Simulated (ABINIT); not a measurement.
# CsHO (Cmc2_1): G0W0 with ABINIT, start to end

Aim: the G0W0 gap of CsHO (Cmc2_1) on LDA, step by step.

Program: ABINIT 10.8.3. Level of theory: LDA and many-body steps on it, plane waves. Results are calculated unless marked as measured.

## 1. Set-up

It takes space group Cmc2_1 (No. 36, orthorhombic). Conventional cell: a = 4.322 Å, b = 11.383 Å, c = 4.504 Å, α = 90.00°, β = 90.00°, γ = 90.00°. Nearest to Cs lie 4 H at 2.97 to 2.98 Å and 7 O at 3.08 to 3.40 Å. Nearest to H lie 2 O at 0.98 to 2.10 Å and 2 H at 2.37 Å and 4 Cs at 2.97 to 2.98 Å. Nearest to O lie 3 H at 0.98 to 3.29 Å and 7 Cs at 3.08 to 3.40 Å. Farther neighbours and most contacts between anions are not listed.

Structure file:

```cif
data_structure
_symmetry_space_group_name_H-M 'Cmc2_1'
_symmetry_Int_Tables_number 36
_cell_length_a 4.3223
_cell_length_b 11.3827
_cell_length_c 4.5043
_cell_angle_alpha 90.000
_cell_angle_beta 90.000
_cell_angle_gamma 90.000
_cell_volume 221.61
loop_
_atom_site_label
_atom_site_type_symbol
_atom_site_symmetry_multiplicity
_atom_site_Wyckoff_symbol
_atom_site_fract_x
_atom_site_fract_y
_atom_site_fract_z
_atom_site_occupancy
Cs1 Cs 4 a 0.50000 0.63837 0.73669 1
H1 H 4 a 0.50000 0.96699 0.60760 1
O1 O 4 a 0.50000 0.90834 0.76542 1
```

The cell and positions are those that the Materials Project relaxed with its own functionals (PBE, PBE+U or r2SCAN), kept fixed. Spin-orbit coupling is left out unless a step names it.

## 2. Ground state

This step: ABINIT 10.8.3; DFT, LDA, plane waves, norm-conserving pseudopotentials.

The ground-state density comes first.

run.abi

```
acell 3*1.0 Angstrom
rprim 
  2.161143390000 -5.691334570000 0.000000000000
  2.161143390000 5.691334570000 0.000000000000
  0.000000000000 0.000000000000 4.504272810000
ntypat 3
znucl 55 1 8
natom 6
typat 1 1 2 2 3 3
xred 
  0.861628920000 0.138371080000 0.736689410000
  0.138371080000 0.861628920000 0.236689410000
  0.533012670000 0.466987330000 0.607602700000
  0.466987330000 0.533012670000 0.107602700000
  0.591659040000 0.408340960000 0.765422890000
  0.408340960000 0.591659040000 0.265422890000
pp_dirpath "pseudos"
pseudos "Cs.upf, H.upf, O.upf"
ecut 36
ngkpt 6 6 4
nshiftk 1
shiftk 0 0 0
kptopt 1
chksymbreak 0
nband 23
occopt 1
tolvrs 1e-10
nstep 60
prtwf 0
optforces 0
optstress 0
indata_prefix "in"
outdata_prefix "out"
tmpdata_prefix "tmp"
```

Started as:

```console
$ OMP_NUM_THREADS=1 mpirun -n 4 abinit run.abi > log
```

Numbers of over 12 decimals in the logs are rounded to 6 here.

Log:

```text
.Version 10.8.3 of ABINIT. v10.8.2 released Aug 2026.

 Symmetries : space group Cm c 2_1 (# 36); Bravais oC (1-face-center ortho.)
================================================================================
 Values of the parameters that define the memory need of the present run
     intxc =       0    ionmov =       0      iscf =       7    lmnmax =       8
     lnmax =       8     mgfft =      64  mpssoang =       4    mqgrid =    3001
     natom =       6  nloc_mem =       1    nspden =       1   nspinor =       1
    nsppol =       1      nsym =       4    n1xccc =    2501    ntypat =       3
    occopt =       1   xclevel =       1
-    mband =          23        mffmem =           1         mkmem =          10
       mpw =        7755          nfft =      196608          nkpt =          39
================================================================================
  Rough estimation (10% accuracy) of disk space for files :
================================================================================

--------------------------------------------------------------------------------
------------- Echo of variables that govern the present computation ------------
--------------------------------------------------------------------------------
 -outvars: echo values of preprocessed input variables --------
            acell      1.8897261259E+00  1.8897261259E+00  1.8897261259E+00 Bohr

      chksymbreak           0
             ecut      3.60000000E+01 Hartree
-          fftalg         312

              ixc       -1012
              kpt      0.00000000E+00  0.00000000E+00  0.00000000E+00
                       1.66666667E-01  0.00000000E+00  0.00000000E+00
                       3.33333333E-01  0.00000000E+00  0.00000000E+00
                       5.00000000E-01  0.00000000E+00  0.00000000E+00
                       1.66666667E-01  1.66666667E-01  0.00000000E+00
                       3.33333333E-01  1.66666667E-01  0.00000000E+00
                       5.00000000E-01  1.66666667E-01  0.00000000E+00
                      -3.33333333E-01  1.66666667E-01  0.00000000E+00
                      -1.66666667E-01  1.66666667E-01  0.00000000E+00
   [... 28 further rows ...]
                      -3.33333333E-01  3.33333333E-01  5.00000000E-01
                       5.00000000E-01  5.00000000E-01  5.00000000E-01
         kptrlatt        6    0    0      0    6    0      0    0    4
          kptrlen      3.40473680E+01
P           mkmem          10
            natom           6
            nband          23
            ngfft          64      64      48
             nkpt          39
            nstep          60
             nsym           4
           ntypat           3
              occ      2.000000  2.000000  2.000000  2.000000  2.000000  2.000000
                       2.000000  2.000000  2.000000  2.000000  2.000000  2.000000
                       2.000000  2.000000  2.000000  2.000000  0.000000  0.000000
                       0.000000  0.000000  0.000000  0.000000  0.000000
        optforces           0
        optstress           0
            prtwf           0
            rprim      2.1611433900E+00 -5.6913345700E+00  0.0000000000E+00
[...]
spgroup          36

           tolvrs      1.00000000E-10

             xred      8.6162892000E-01  1.3837108000E-01  7.3668941000E-01
[...]
znucl       55.00000    1.00000    8.00000

================================================================================

 chkinp: Checking input parameters for consistency.

================================================================================
== DATASET  1 ==================================================================
-   mpi_nproc: 4, omp_nthreads: 1 (-1 if OMP is not activated)

--- !DatasetInfo
iteration_state: {dtset: 1, }
dimensions: {natom: 6, nkpt: 39, mband: 23, nsppol: 1, nspinor: 1, nspden: 1, mpw: 7755, }
cutoff_energies: {ecut:  36.0, pawecutdg:  -1.0, }
electrons: {nelect:   3.20000000E+01, charge:   0.00000000E+00, occopt:   1.00000000E+00, tsmear:   1.00000000E-02, }

 Real(R)+Recip(G) space primitive vectors, cartesian coordinates (Bohr,Bohr^-1):
 R(1)=  4.0839691-10.7550636  0.0000000  G(1)=  0.1224299 -0.0464897  0.0000000
 R(2)=  4.0839691 10.7550636  0.0000000  G(2)=  0.1224299  0.0464897  0.0000000
 R(3)=  0.0000000  0.0000000  8.5118420  G(3)=  0.0000000  0.0000000  0.1174834
 Unit cell volume ucvol=  7.4773719E+02 bohr^3
 Angles (23,13,12)=  9.00000000E+01  9.00000000E+01  1.38413933E+02 degrees

 getcut: wavevector=  0.0000  0.0000  0.0000  ngfft=  64  64  48
         ecut(hartree)=     36.000   => boxcut(ratio)=   2.05970

--- Pseudopotential description ------------------------------------------------
- Cs Generated using ONCVPSP code by D. R. Hamann
- 55.00000   9.00000  201201                  znucl, zion, pspdat
12 -1012 3 -1 2328                            pspcod,pspxc,lmax,lloc,mmax
     nproj     2     2     2     2
  pspatm : epsatm=   21.68725381
         --- l  ekb(1:nproj) -->
[...]
pspatm: atomic psp has been read  and splines computed

- H Generated using ONCVPSP code by D. R. Hamann
-  1.00000   1.00000  180309                  znucl, zion, pspdat
12 -1012 1 -1 1180                            pspcod,pspxc,lmax,lloc,mmax
     nproj     2     1     0     0
  pspatm : epsatm=    0.35439867
         --- l  ekb(1:nproj) -->
[...]
1   -0.275071
 pspatm: atomic psp has been read  and splines computed

- O Generated using ONCVPSP code by D. R. Hamann
-  8.00000   6.00000  201201                  znucl, zion, pspdat
12 -1012 2 -1 926                             pspcod,pspxc,lmax,lloc,mmax
     nproj     2     2     1     0
  pspatm : epsatm=    6.27558587
         --- l  ekb(1:nproj) -->
[...]
2   -1.033686
 pspatm: atomic psp has been read  and splines computed

   1.81230325E+03                                ecore*ucvol(ha*bohr**3)
--------------------------------------------------------------------------------

_setup2: Arith. and geom. avg. npw (full set) are    7712.076    7712.058

================================================================================

--- !BeginCycle
iteration_state: {dtset: 1, }
solver: {iscf: 7, nstep: 60, nline: 4, wfoptalg: 0, }
tolerances: {tolvrs: 1.00E-10, }

     iter   Etot(hartree)      deltaE(h)  residm     vres2
 ETOT  1  -80.761438542913    -8.076E+01 6.661E-02 2.945E+03
 ETOT  2  -80.546521845074     2.149E-01 6.885E-02 2.652E+03
 ETOT  3  -81.135660939559    -5.891E-01 1.114E-02 3.289E+02
 ETOT  4  -81.176613105700    -4.095E-02 2.909E-03 1.320E+01
 ETOT  5  -81.178784149591    -2.171E-03 7.497E-04 7.452E-01
 ETOT  6  -81.178817984109    -3.383E-05 2.454E-04 9.204E-03
 ETOT  7  -81.178819908143    -1.924E-06 1.114E-04 5.148E-03
 ETOT  8  -81.178820410063    -5.019E-07 8.614E-05 2.485E-05
 ETOT  9  -81.178820412838    -2.775E-09 1.023E-04 1.642E-06
 ETOT 10  -81.178820413009    -1.715E-10 9.987E-05 1.583E-07
 ETOT 11  -81.178820413045    -3.527E-11 1.217E-04 3.055E-08
 ETOT 12  -81.178820413048    -3.681E-12 1.136E-04 2.754E-10
 ETOT 13  -81.178820413048     6.253E-13 1.316E-04 9.321E-11

 At SCF step   13       vres2   =  9.32E-11 < tolvrs=  1.00E-10 =>converged.

--- !ResultsGS
iteration_state: {dtset: 1, }
comment   : Summary of ground state results
lattice_vectors:
- [  4.0839691, -10.7550636,   0.0000000, ]
- [  4.0839691,  10.7550636,   0.0000000, ]
- [  0.0000000,   0.0000000,   8.5118420, ]
lattice_lengths: [  11.50436,   11.50436,    8.51184, ]
lattice_angles: [ 90.000,  90.000, 138.414, ] # degrees, (23, 13, 12)
lattice_volume:   7.4773719E+02
convergence: {deltae:  6.253E-13, res2:  9.321E-11, residm:  1.316E-04, diffor:  0.000E+00, }
etotal    :  -8.11788204E+01
entropy   :   0.00000000E+00
fermie    :   8.16873364E-02
cartesian_stress_tensor: null
pressure_GPa: null
xred      :
- [  8.6163E-01,   1.3837E-01,   7.3669E-01, Cs]
- [  1.3837E-01,   8.6163E-01,   2.3669E-01, Cs]
- [  5.3301E-01,   4.6699E-01,   6.0760E-01,  H]
- [  4.6699E-01,   5.3301E-01,   1.0760E-01,  H]
- [  5.9166E-01,   4.0834E-01,   7.6542E-01,  O]
- [  4.0834E-01,   5.9166E-01,   2.6542E-01,  O]
cartesian_forces: null
force_length_stats: {min: null, max: null, mean: null, }

 Integrated electronic density in atomic spheres:
 ------------------------------------------------
 Atom  Sphere_radius  Integrated_density
[...]
================================================================================

 ----iterations are completed or convergence reached----

 Mean square residual over all n,k,spin=   22.324E-08; max=  13.158E-05
 reduced coordinates (array xred) for    6 atoms
[...]
0.138371080000      0.861628920000      0.236689410000
       0.533012670000      0.466987330000      0.607602700000
       0.466987330000      0.533012670000      0.107602700000
       0.591659040000      0.408340960000      0.765422890000
       0.408340960000      0.591659040000      0.265422890000
 rms dE/dt=  0.0000E+00; max dE/dt=  0.0000E+00; dE/dt below (all hartree)
    1       0.000000000000      0.000000000000      0.000000000000
    2       0.000000000000      0.000000000000      0.000000000000
    3       0.000000000000      0.000000000000      0.000000000000
    4       0.000000000000      0.000000000000      0.000000000000
    5       0.000000000000      0.000000000000      0.000000000000
    6       0.000000000000      0.000000000000      0.000000000000

 cartesian coordinates (angstrom) at end:
    1      2.161143    -4.116302     3.318250
    2      2.161143     4.116302     1.066114
    3      2.161143    -0.375772     2.736808
    4      2.161143     0.375772     0.484672
    5      2.161143    -1.043325     3.447674
    6      2.161143     1.043325     1.195537
 length scales=  1.889726125908  1.889726125908  1.889726125908 bohr
              =  1.000000000000  1.000000000000  1.000000000000 angstroms
 prteigrs : about to open file out_EIG
 Fermi (or HOMO) energy (hartree) =   0.08169   Average Vxc (hartree)=  -0.34251
 Eigenvalues (hartree) for nkpt=  39  k points:
 kpt#   1, nband= 23, wtk=  0.00694, kpt=  0.0000  0.0000  0.0000 (reduced coord)
  -0.66347   -0.64960   -0.52190   -0.50548   -0.20421   -0.18531   -0.16595   -0.15912
  -0.15077   -0.14965   -0.05673   -0.03761    0.06807    0.06936    0.07646    0.08169
   0.21385    0.22971    0.28842    0.29280    0.30346    0.36948    0.38467
 prteigrs : prtvol=0 or 1, do not print more k-points.

--- !EnergyTerms
iteration_state     : {dtset: 1, }
comment             : Components of total free energy in Hartree
kinetic             :  3.35569063881495E+01
hartree             :  1.67899025886376E+01
xc                  : -2.27350803622815E+01
Ewald energy        : -5.72680172443100E+01
psp_core            :  2.42371687416949E+00
local_psp           : -5.52009881329666E+01
non_local_psp       :  1.25473947555381E+00
total_energy        : -8.11788204130477E+01
total_energy_eV     : -2.20898823725257E+03
band_energy         : -6.41843082906591E+00

== END DATASET(S) ==============================================================
================================================================================

 -outvars: echo values of variables after computation  --------
           etotal     -8.1178820413E+01
            nband          23
             nkpt          39
          spgroup          36
 [... the other variables as echoed above ...]

 Calculation completed.
```

It took 82 s on 4 MPI ranks of Arm Neoverse V1, shared host; peak memory 0.51 GiB; 5.5 min of CPU time.

Numbers from this step:

- total energy: -2208.9882 eV
- gap: 3.596 eV
- k of the valence top: 0, 0, 0
- k of the conduction bottom: 0, 0, 0
- least direct gap: 3.596 eV

The gap is direct, at Γ.

(Continued in part 2 of 3.)

[Paths, hosts, dates, memory and timing lines, banners, echoed tables and standing remarks are left out of the program output.]

[Logs are printed without paths, hosts, clocks, repeated set-up lines and the standing remarks that a program may print on its own settings, such as how far it seeks lower states.]

[Runs of the session that timed out or met a known fault of the program may be left out.]

[Hosts, paths, dates, database ids (printed as entryN), source tags and the programs' standing remarks are cut or masked in the printed files.]

[G0W0 gaps are taken among the corrected bands and points alone; a level outside them can change the order at an edge.]

[Where Ansatz stands beside ABINIT at settings called matched, ABINIT's density can come from a denser mesh and the files from another edition; pairs whose starting gaps differed by over 0.03 eV were left out, so agreement reads better than it is.]
